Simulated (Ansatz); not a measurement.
In doubt: one-shot GW on d or f shells is unsure, so the values of those runs are not to be relied on.

Planning a GW calculation on CuI (Marshite).

The database entry behind the starting cell differs from later determinations by our own check (about 0.15 % long (mineral sample)), so it need not match the best structure at ambient conditions.

```
Cu I
1.0
     0.00000    3.03150    3.03150
     3.03150    0.00000    3.03150
     3.03150    3.03150    0.00000
Cu I
1 1
Cartesian
  1.5157 1.5157 1.5157
  0.0000 0.0000 0.0000
```

The cell and positions come from the Crystallography Open Database and are kept as given unless a step says otherwise. Spin-orbit coupling is left out unless a run names it. PAW set soft_2, made with PBE.

Runs so far (Ansatz 0.2.0, start PBE, default PAW files, 4×4×4 mesh). Times are wall times on 1 × NVIDIA H100 80GB HBM3 (shared by 6 runs) with 3 threads of AMD EPYC 7R13 (Zen 3), shared host, good to a factor of about two.

| bands summed | cutoff (eV) | gap on the mesh (eV) | time |
| --- | --- | --- | --- |
| 76 | 60 | 2.312 | 5.2 s |
| 184 | 120 | 1.949 | 6.3 s |

Question: What should the next rung give, with 375 bands and screening to 200 eV, and where is the limit?

The error falls about as one over the bands when the cutoff rises with them. A line through the two highest rungs given predicts 1.818 eV; the run gave 1.872 eV, a miss of 0.054 eV, so the law holds only roughly here. The two highest rungs put the limit near 1.799 eV, the pair below near 1.693 eV; their difference is a rough measure of what is unsettled in bands and cutoff; the mesh is a separate error.

Gaps are over the mesh's points; an edge off the mesh would be missed. Limits: not at the basis limit; d shell near the gap, gap tends to lie low; no spin-orbit coupling.

[Paths, hosts, dates, memory and timing lines, banners, echoed tables and standing remarks are left out of the program output.]

[Logs are printed without paths, hosts, clocks, repeated set-up lines and the standing remarks that a program may print on its own settings, such as how far it seeks lower states.]

[Runs of the session that timed out or met a known fault of the program may be left out.]

[Cells called generated may have been cut or substituted from an entry of the Crystallography Open Database or the Materials Project.]

[Hosts, paths, dates, database ids (printed as entryN), source tags and the programs' standing remarks are cut or masked in the printed files.]
